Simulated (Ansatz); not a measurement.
# The valence band of K2CdSe2O6 as photoemission sees it, part 3 of 3

Wanted: projected DOS of K2CdSe2O6, weighted into photoemission and X-ray emission spectra, at several levels of theory.

Ansatz 0.2.0; DFT, PBEsol, plane-wave PAW, default files, scalar-relativistic (the session's first sound run).

So far. Step 2 (The base run): At this level the gap is 3.72 eV on the path. Step 4 (With r²SCAN): At this level the gap is 4.46 eV on the path.

### 5. With LDA

This step: DFT, LDA, plane-wave PAW, default files, scalar-relativistic (Ansatz 0.2.0).

The run is repeated with LDA on the same cell, to see how much the levels hang on the functional.

Input file input.yaml:

```yaml
crystal:
  lattice:
    - [2.84875, 1.6447265794, 6.3162]
    - [-2.84875, 1.6447265794, 6.3162]
    - [0.0, -3.2894531587, 6.3162]
  atoms:
    - { symbol: Cd, position: [0.0, 0.0, 0.0] }
    - { symbol: Se, position: [0.3760333333, 0.3760333333, 0.3760333333] }
    - { symbol: Se, position: [0.6239666667, 0.6239666667, 0.6239666667] }
    - { symbol: K, position: [0.1960733333, 0.1960733333, 0.1960733333] }
    - { symbol: K, position: [0.8039266667, 0.8039266667, 0.8039266667] }
    - { symbol: O, position: [0.25804, 0.25804, 0.72374] }
    - { symbol: O, position: [0.72374, 0.25804, 0.25804] }
    - { symbol: O, position: [0.25804, 0.72374, 0.25804] }
    - { symbol: O, position: [0.27626, 0.74196, 0.74196] }
    - { symbol: O, position: [0.74196, 0.74196, 0.27626] }
    - { symbol: O, position: [0.74196, 0.27626, 0.74196] }
kpoints:
  mp_grid: { grid: [6, 6, 6] }
  band_path:
    path:
      - [[0.0, 0.0, 0.0], [0.5, 0.5, 0.5], [0.788129, 0.211871, 0.5]]
      - [[0.5, -0.211871, 0.211871], [0.5, 0.0, 0.0], [0.0, 0.0, 0.0], [0.355936, -0.355936, 0.0]]
      - [[0.644064, 0.0, 0.355936], [0.5, 0.0, 0.5], [0.0, 0.0, 0.0]]
    npoints: 12
scf:
  occupations: { method: fermi_dirac, width: 0.02 }
  n_extra_bands: 26
hamiltonian:
  xc: lda
  pseudopotentials: { kind: paw }
output:
  forces: true
  stress: true
  dos:
    projected: true
    de: 0.05
    e_range: [-30, 12]
    nscf_kmesh: { grid: [8, 8, 8] }
  fatbands: true
```

Command:

```sh
$ ansatz run input.yaml --threads 2 --pin off --max-ram 6144MiB --backend cpu --events-out ev --progress --plain --runs-dir out
```

The job ended after 53 s (2 threads of Arm Neoverse V2, shared host; peak memory 0.83 GiB).

Numbers from this step:

| Quantity | Value |
| --- | --- |
| free energy | -25207.5272 eV |
| Fermi energy | 7.223 eV |
| pressure | -1.830 GPa |
| gap on the k-mesh | 3.631 eV |
| share of occupied states in no projected shell | 0.0099 of the occupied states in the window |
| gap on the path | 3.630 eV |
| least direct gap on the path | 3.958 eV |
| valence top on path | 0.0011 eV |

Electronic bands along the path, in eV, zero at the valence-band maximum; v1 is the highest filled band, c1 the lowest empty one:

| point | v4 | v3 | v2 | v1 | c1 | c2 | c3 | c4 |
| --- | --- | --- | --- | --- | --- | --- | --- | --- |
| Γ | -0.38 | -0.38 | -0.37 | -0.33 | 3.63 | 4.65 | 4.65 | 5.24 |
| halfway | -0.43 | -0.43 | -0.35 | -0.32 | 3.79 | 4.75 | 4.75 | 4.93 |
| T | -0.48 | -0.46 | -0.38 | -0.27 | 3.99 | 4.57 | 4.85 | 4.85 |
| halfway | -0.58 | -0.50 | -0.47 | -0.16 | 4.42 | 4.90 | 5.04 | 5.40 |
| H2 | -0.78 | -0.72 | -0.38 | -0.01 | 4.32 | 5.35 | 5.68 | 6.27 |
| jump to H0 | -0.78 | -0.72 | -0.38 | -0.01 | 4.32 | 5.35 | 5.68 | 6.27 |
| halfway | -0.75 | -0.68 | -0.42 | 0.00 | 4.30 | 5.21 | 5.55 | 6.28 |
| L | -0.70 | -0.49 | -0.36 | -0.03 | 4.47 | 4.73 | 5.48 | 6.26 |
| halfway | -0.65 | -0.57 | -0.36 | -0.15 | 4.16 | 4.66 | 4.82 | 5.84 |
| Γ | -0.38 | -0.38 | -0.37 | -0.33 | 3.63 | 4.65 | 4.65 | 5.24 |
| halfway | -0.62 | -0.59 | -0.48 | -0.10 | 4.21 | 4.76 | 4.96 | 6.13 |
| S0 | -0.79 | -0.73 | -0.38 | 0.00 | 4.29 | 5.42 | 5.64 | 6.29 |
| jump to S2 | -0.79 | -0.73 | -0.38 | 0.00 | 4.29 | 5.42 | 5.64 | 6.29 |
| halfway | -0.74 | -0.48 | -0.38 | -0.04 | 4.35 | 5.09 | 5.62 | 6.23 |
| F | -0.70 | -0.38 | -0.30 | -0.08 | 4.41 | 4.89 | 5.54 | 6.20 |
| halfway | -0.61 | -0.55 | -0.33 | -0.17 | 4.19 | 4.72 | 4.84 | 5.71 |
| Γ | -0.38 | -0.38 | -0.37 | -0.33 | 3.63 | 4.65 | 4.65 | 5.24 |

Of the projections kept (Cd s, Cd d, Se s, Se p, K s, K p, O s, O p, not projected), the largest for each band there; the rest of the weight can lie on other orbitals:

| point | v4 | v3 | v2 | v1 | c1 | c2 | c3 | c4 |
| --- | --- | --- | --- | --- | --- | --- | --- | --- |
| Γ | O p 0.87 | O p 0.87 | O p 0.74 | O p 0.99 | Cd s 0.47 | Se p 0.48 | Se p 0.48 | Se p 0.34 |
| T | O p 0.87 | O p 0.99 | O p 0.99 | O p 0.68 | Cd s 0.56 | K s 0.27 | Se p 0.51 | Se p 0.51 |
| H2 | O p 0.96 | O p 0.91 | O p 0.71 | O p 0.75 | Se p 0.35 | Se p 0.44 | Se p 0.40 | Cd s 0.41 |
| H0 | O p 0.96 | O p 0.91 | O p 0.71 | O p 0.75 | Se p 0.35 | Se p 0.44 | Se p 0.40 | Cd s 0.41 |
| L | O p 0.99 | O p 0.68 | O p 0.89 | O p 0.75 | Se p 0.27 | Se p 0.47 | Se p 0.41 | O p 0.29 |
| Γ | O p 0.87 | O p 0.87 | O p 0.74 | O p 0.99 | Cd s 0.47 | Se p 0.48 | Se p 0.48 | Se p 0.34 |

This run's widths, added to any smearing of the DOS itself: Gaussian 0.15 eV, Lorentzian 0.2 eV plus 0.03 an eV of depth. Table of intensity by binding energy, zero at the valence-band maximum; values in % of the maximum within 13 eV:

| binding energy (eV) | 21.2 eV | 60 eV | 250 eV | 1486.7 eV | 9251.7 eV |
| --- | --- | --- | --- | --- | --- |
| -1 | 2.06 | 1.33 | 1.14 | 0.467 | 0.937 |
| 0 | 34.5 | 19.6 | 16.0 | 5.83 | 20.4 |
| 1 | 44.3 | 26.4 | 19.9 | 4.87 | 7.38 |
| 2 | 82.9 | 48.5 | 35.7 | 6.27 | 7.13 |
| 3 | 17.6 | 10.9 | 9.41 | 3.80 | 7.98 |
| 4 | 25.1 | 17.8 | 17.9 | 13.0 | 21.0 |
| 5 | 40.5 | 32.2 | 30.8 | 23.2 | 34.6 |
| 6 | 39.0 | 94.9 | 81.4 | 95.0 | 95.4 |
| 7 | 5.93 | 12.0 | 10.9 | 11.8 | 12.8 |
| 8 | 1.40 | 2.70 | 3.61 | 3.02 | 4.80 |
| 9 | - | 2.63 | 6.25 | 4.15 | 12.8 |
| 10 | - | 6.68 | 19.8 | 12.4 | 45.8 |
| 11 | - | 8.64 | 70.2 | 30.5 | 33.2 |
| 12 | - | 2.72 | 19.8 | 8.75 | 10.3 |
| 13 | - | 0.781 | 4.10 | 1.97 | 2.93 |
| 14 | - | 0.564 | 2.36 | 1.23 | 2.24 |
| 15 | - | 0.671 | 2.57 | 1.41 | 2.88 |
| 16 | - | 1.58 | 6.04 | 3.34 | 6.95 |
| 17 | - | 12.5 | 48.9 | 26.7 | 53.8 |
| 18 | - | 2.40 | 9.24 | 5.19 | 11.9 |
| 19 | - | 1.40 | 5.05 | 3.23 | 11.6 |
| 20 | - | 5.61 | 19.6 | 13.6 | 60.7 |
| 21 | - | 0.974 | 3.42 | 2.36 | 9.88 |
| 22 | - | 0.373 | 1.34 | 0.956 | 3.74 |
| 23 | - | 0.239 | 0.903 | 0.707 | 2.77 |
| 24 | - | 0.202 | 0.844 | 0.753 | 3.10 |
| 25 | - | 0.226 | 1.10 | 1.12 | 4.87 |
| 26 | - | 0.393 | 2.24 | 2.51 | 11.4 |
| 27 | - | 1.55 | 9.74 | 11.4 | 52.9 |
| 28 | - | 1.75 | 11.0 | 12.9 | 60.1 |

Maxima picked by a test of local sharpness, so broad peaks and shoulders can be missing; peaks within 0.45 eV of a curve's cut are left out. Valence peaks, by row, the first 40 of 44 rows:

| photon energy (eV) | binding energy (eV) | height (% of the maximum within 13 eV) | main shell | its share (%) |
| --- | --- | --- | --- | --- |
| 21.2 | 6.297 | 40.78 | Cd 4d | 52.54 |
| 21.2 | 6.097 | 41.11 | Cd 4d | 57.74 |
| 21.2 | 4.697 | 57.86 | O 2p | 72.76 |
| 21.2 | 1.897 | 90.75 | O 2p | 97.96 |
| 21.2 | 0.5971 | 100 | O 2p | 95.78 |
| 60 | 20 | 5.678 | O 2s | 65.52 |
| 60 | 17.1 | 13.6 | O 2s | 89.52 |
| 60 | 11.3 | 12.15 | K 3p | 85.32 |
| 60 | 9.697 | 11.47 | O 2p | 40.87 |
| 60 | 6.097 | 100 | Cd 4d | 91.72 |
| 60 | 4.697 | 39.89 | O 2p | 59.98 |
| 60 | 1.897 | 52.84 | O 2p | 95.55 |
| 60 | 0.5971 | 59.23 | O 2p | 91.84 |
| 250 | 27.55 | 19.44 | K 3s | 98.92 |
| 250 | 20 | 19.84 | O 2s | 76.22 |
| 250 | 17.1 | 53.12 | O 2s | 93.13 |
| 250 | 11.3 | 100 | K 3p | 97.3 |
| 250 | 9.697 | 30.1 | O 2s | 46.91 |
| 250 | 6.097 | 85.7 | Cd 4d | 89.74 |
| 250 | 4.697 | 39.62 | O 2p | 42.83 |
| 250 | 1.897 | 38.84 | O 2p | 92.19 |
| 250 | 0.5471 | 44.79 | O 2p | 84.85 |
| 1487 | 27.55 | 22.92 | K 3s | 99.43 |
| 1487 | 20 | 13.77 | O 2s | 54.48 |
| 1487 | 17.1 | 29.02 | O 2s | 84.59 |
| 1487 | 11.3 | 43.16 | K 3p | 95.82 |
| 1487 | 9.697 | 20.2 | Se 4s | 38.18 |
| 1487 | 6.047 | 100 | Cd 4d | 96.19 |
| 1487 | 4.747 | 26.26 | Cd 4d | 56.69 |
| 1487 | 2.747 | 4.426 | Cd 4d | 40.7 |
| 1487 | 1.897 | 6.564 | O 2p | 47.3 |
| 1487 | 0.4471 | 13.21 | Cd 4d | 44.9 |
| 9252 | 27.55 | 106.5 | K 3s | 99.65 |
| 9252 | 20 | 61.4 | Se 4s | 73.06 |
| 9252 | 17.1 | 58.57 | O 2s | 79.39 |
| 9252 | 11.3 | 46.09 | K 3p | 84.61 |
| 9252 | 9.697 | 83.37 | Se 4s | 76.44 |
| 9252 | 6.047 | 100 | Cd 4d | 88.58 |
| 9252 | 4.747 | 40.58 | Se 4p | 39.54 |
| 9252 | 3.947 | 21.41 | Se 4p | 39.2 |

Spectra as before, but with a recipe of its own (widths, and in some runs the light), which changes peak heights and what is resolved: Gaussian 0.15 eV, Lorentzian 0.2 eV plus 0.03 times the binding energy, linear light, analyser at 54.7°, Fermi edge at 77 K; some photon energies differ too.

Side by side:

| quantity | this run | base run | difference |
| --- | --- | --- | --- |
| gap on the path (eV) | 3.6296 | 3.7219 | -0.0923 |
| least direct gap on the path (eV) | 3.958 | 4.0645 | -0.106 |
| gap on the k-mesh (eV) | 3.6307 | 3.7233 | -0.0926 |

One result that differs is the least direct gap on the path, 3.96 eV against 4.06 eV.

At this level the gap is 3.63 eV on the path.

### 6. Other settings: basis.ecutwfc = "800 eV"

This step: DFT, PBEsol, plane-wave PAW, default files, scalar-relativistic; changed: basis.ecutwfc = "800 eV" (Ansatz 0.2.0).

Some settings are changed to see whether the read-outs move.

input.yaml, as its differences from that of step 5:

```diff
@@ -19,8 +19,2 @@
   mp_grid: { grid: [6, 6, 6] }
-  band_path:
-    path:
-      - [[0.0, 0.0, 0.0], [0.5, 0.5, 0.5], [0.788129, 0.211871, 0.5]]
-      - [[0.5, -0.211871, 0.211871], [0.5, 0.0, 0.0], [0.0, 0.0, 0.0], [0.355936, -0.355936, 0.0]]
-      - [[0.644064, 0.0, 0.355936], [0.5, 0.0, 0.5], [0.0, 0.0, 0.0]]
-    npoints: 12
 scf:
@@ -29,3 +23,3 @@
 hamiltonian:
-  xc: lda
+  xc: pbesol
   pseudopotentials: { kind: paw }
@@ -39,2 +33,3 @@
     nscf_kmesh: { grid: [8, 8, 8] }
-  fatbands: true
+basis:
+  ecutwfc: "800 eV"
```

Elapsed: 76 s, on 2 threads; peak memory 1.5 GiB; 2.5 min of CPU time.

Numbers from this step:

- free energy: -25428.8266 eV
- Fermi energy: 7.543 eV
- pressure: 1.718 GPa
- gap on the k-mesh: 3.724 eV
- share of occupied states in no projected shell: 0.0098 of the occupied states in the window

The DOS has structure finer than the step of the table below, so its rows give means over 2 eV, whole bins alone (the curve runs from -28.1 to 12.8 eV). Peaks (eV: height): total -27.8: 36.7, -20.1: 25.8, -17.3: 48.3, -11.5: 31.6; O 2p -4.7: 10.5, -1.9: 21.3, -0.7: 16.4, -0.5: 14.3; K 3p -11.5: 30.4, -11.2: 20.8; Cd 4d -6.4: 17.1, -6.0: 19.6; Se 4p -17.3: 7.52, -4.7: 4.04, 4.8: 2.99, 6.2: 2.94.

* holds the states left over by the projection beside any projected weight of its own, shared among the starred shells. DOS against E, zero at the valence-band maximum; means over each step; 7 of 12 lines; values in states/eV/cell:

| E (eV) | total | O 2p | K 3p | Cd 4d | Se 4p | O 2s | Se 4s |
| --- | --- | --- | --- | --- | --- | --- | --- |
| -22 | 0 | 0 | 0 | 0 | 0 | 0 | 0 |
| -20 | 2.00 | 0.156 | 0.00136 | 0.00331 | 0.0680 | 1.04 | 0.653 |
| -18 | 4.00 | 0.0719 | 0.00692 | 0.0156 | 0.619 | 3.21 | 8.8e-4 |
| -16 | 0 | 0 | 0 | 0 | 0 | 0 | 0 |
| -14 | 0 | 0 | 0 | 0 | 0 | 0 | 0 |
| -12 | 6.00 | 0.0876 | 5.81 | 0.00229 | 0.0168 | 0.0277 | 0.0373 |
| -10 | 2.00 | 0.418 | 0.0980 | 0.0464 | 0.0645 | 0.658 | 0.674 |
| -8 | 0 | 0 | 0 | 0 | 0 | 0 | 0 |
| -6 | 6.56 | 1.48 | 0 | 4.12 | 0.639 | 0.107 | 0.0453 |
| -4 | 4.60 | 2.47 | 0 | 0.545 | 1.03 | 0.363 | 0.0304 |
| -2 | 6.57 | 5.94 | 0 | 0.101 | 0.140 | 0.0507 | 0.00669 |
| 0 | 5.28 | 4.49 | 0 | 0.153 | 0.261 | 0.00679 | 0.181 |
| 2 | 0 | 0 | 0 | 0 | 0 | 0 | 0 |
| 4 | 1.89 | 0.507 | 0 | 4.1e-4 | 0.699 | 0.157 | 0.00514 |
| 6 | 4.15 | 1.09 | 0 | 0.00334 | 1.45 | 0.217 | 0.204 |
| 8 | 5.32 | 0.503 | 0 | 0.00159 | 0.475 | 0.0614 | 0.105 |
| 10 | 8.09 | 0.315 | 0 | 0.00118 | 0.239 | 0.0279 | 0.0258 |

This run's widths, added to any smearing of the DOS itself: Gaussian 0.6 eV, Lorentzian 0.2 eV plus 0.05 an eV of depth. Table of intensity by binding energy, zero at the valence-band maximum; values in % of the maximum within 13 eV:

| binding energy (eV) | 21.2 eV | 40.8 eV | 1486.7 eV | 5414.7 eV |
| --- | --- | --- | --- | --- |
| -1 | 3.09 | 2.16 | 0.783 | 1.11 |
| 0 | 44.6 | 28.2 | 7.60 | 13.8 |
| 1 | 74.5 | 48.2 | 8.18 | 9.56 |
| 2 | 89.5 | 57.2 | 7.47 | 7.22 |
| 3 | 24.9 | 16.9 | 5.72 | 7.79 |
| 4 | 32.9 | 24.9 | 17.4 | 22.3 |
| 5 | 52.0 | 44.1 | 31.8 | 38.7 |
| 6 | 41.9 | 93.6 | 93.2 | 93.8 |
| 7 | 12.1 | 26.2 | 26.2 | 26.7 |
| 8 | 2.39 | 4.80 | 5.57 | 6.89 |
| 9 | - | 4.05 | 7.20 | 13.6 |
| 10 | - | 7.82 | 17.6 | 36.8 |
| 11 | - | 6.26 | 29.6 | 30.6 |
| 12 | - | 4.27 | 20.5 | 20.5 |
| 13 | - | 1.18 | 4.24 | 4.84 |
| 14 | - | 0.783 | 2.39 | 3.15 |
| 15 | - | 0.829 | 2.50 | 3.66 |
| 16 | - | 1.56 | 5.00 | 7.58 |
| 17 | - | 5.94 | 19.8 | 29.8 |
| 18 | - | 3.91 | 13.1 | 20.5 |
| 19 | - | 1.79 | 6.12 | 12.3 |
| 20 | - | 3.32 | 11.7 | 28.0 |
| 21 | - | 1.43 | 5.13 | 12.1 |
| 22 | - | 0.523 | 2.02 | 4.59 |
| 23 | - | 0.297 | 1.41 | 3.25 |
| 24 | - | 0.205 | 1.41 | 3.43 |
| 25 | - | 0.156 | 1.94 | 4.97 |
| 26 | - | 0.125 | 3.74 | 10.0 |
| 27 | - | - | 10.7 | 29.3 |
| 28 | - | - | 13.1 | 35.8 |

Spectra as before, but with a recipe of its own (widths, and in some runs the light), which changes peak heights and what is resolved: Gaussian 0.6 eV, Lorentzian 0.2 eV plus 0.05 times the binding energy, unpolarised light, analyser at 54.7°, Fermi edge at 77 K; some photon energies differ too.

Side by side:

| quantity | this run | base run | difference |
| --- | --- | --- | --- |
| gap on the k-mesh (eV) | 3.7237 | 3.7233 | 4.2e-4 |

The gap on the k-mesh moves by 0.00 eV at most against the base run, so this change doesn't matter for them.

### 7. Summary of results

* least gap on the mesh and the path: 3.72 eV
* strongest listed peak within 13 eV of the zero, at 1486.7 eV: 6.2 eV binding, mostly Cd 4d
* strongest listed peak within 13 eV of the zero, at 21.2 eV: 0.6 eV binding, mostly O 2p
* Cd 4d centre of the filled part: -5.79 eV (10.0 states an atom)
* PBEsol (57 s on 2 threads): gap 3.72 eV, highest Al Kα peak within 13 eV at 6.2 eV (Cd 4d)
* spin–orbit (16 min on 2 threads): gap 3.72 eV, highest Al Kα peak within 13 eV at 5.9 eV (Cd 4d)
* r²SCAN (98 s on 2 threads): gap 4.46 eV, highest Al Kα peak within 13 eV at 6.4 eV (Cd 4d)
* LDA (53 s on 2 threads): gap 3.63 eV, highest Al Kα peak within 13 eV at 6.0 eV (Cd 4d)
* other settings (76 s on 2 threads): gap 3.72 eV, highest Al Kα peak within 13 eV at 6.2 eV (Cd 4d)

In words: K2CdSe2O6 is an insulator or semiconductor at the base level (gap 3.72 eV), and its valence spectrum changes with photon energy as the shells' cross sections do. At 1486.7 eV the valence spectrum has its highest listed peaks within 13 eV at 6.2 eV (Cd 4d) and 11.4 eV (K 3p). The shell named is the one with most of the intensity, cross sections included, not always the one with most states there. In the main run, from 1486.7 eV towards hard X-rays the Se 4s share grows by 14 points, as its cross section falls more slowly with photon energy than those of the shells it gains on. With spin-orbit coupling on, the gap on the path stays within 0.02 eV. With r²SCAN, the gap on the path moves from 3.72 to 4.46 eV. With LDA, the gap on the path moves from 3.72 to 3.63 eV. At 21.2 eV the area is led by O 2p (81 %), at 5414.7 eV by Cd 4d (23 %). These are Kohn–Sham levels; self-energy shifts and satellites are missing. Semilocal functionals underbind filled localised shells, so the Cd 4d peak should lie deeper in a measurement, and spin–orbit coupling splits d and f lines of heavy atoms. Each run has its own recipe for the spectra (widths, photon energies, in some runs the light), so peak heights and places can differ between runs for that reason too. Semilocal Kohn–Sham gaps are too small as a rule.

[Logs are printed without paths, hosts, clocks, repeated set-up lines and the standing remarks that a program may print on its own settings, such as how far it seeks lower states.]

[Hosts, paths, dates, database ids (printed as entryN), source tags and the programs' standing remarks are cut or masked in the printed files.]

[Maps of the electrostatic potential energy from Ansatz leave out the sawtooth potential of an applied field or a dipole correction, so their vacuum need not be flat; work functions include it.]

[Peak lists hold at most the 14 tallest peaks of each spectrum; further lines can be left out.]
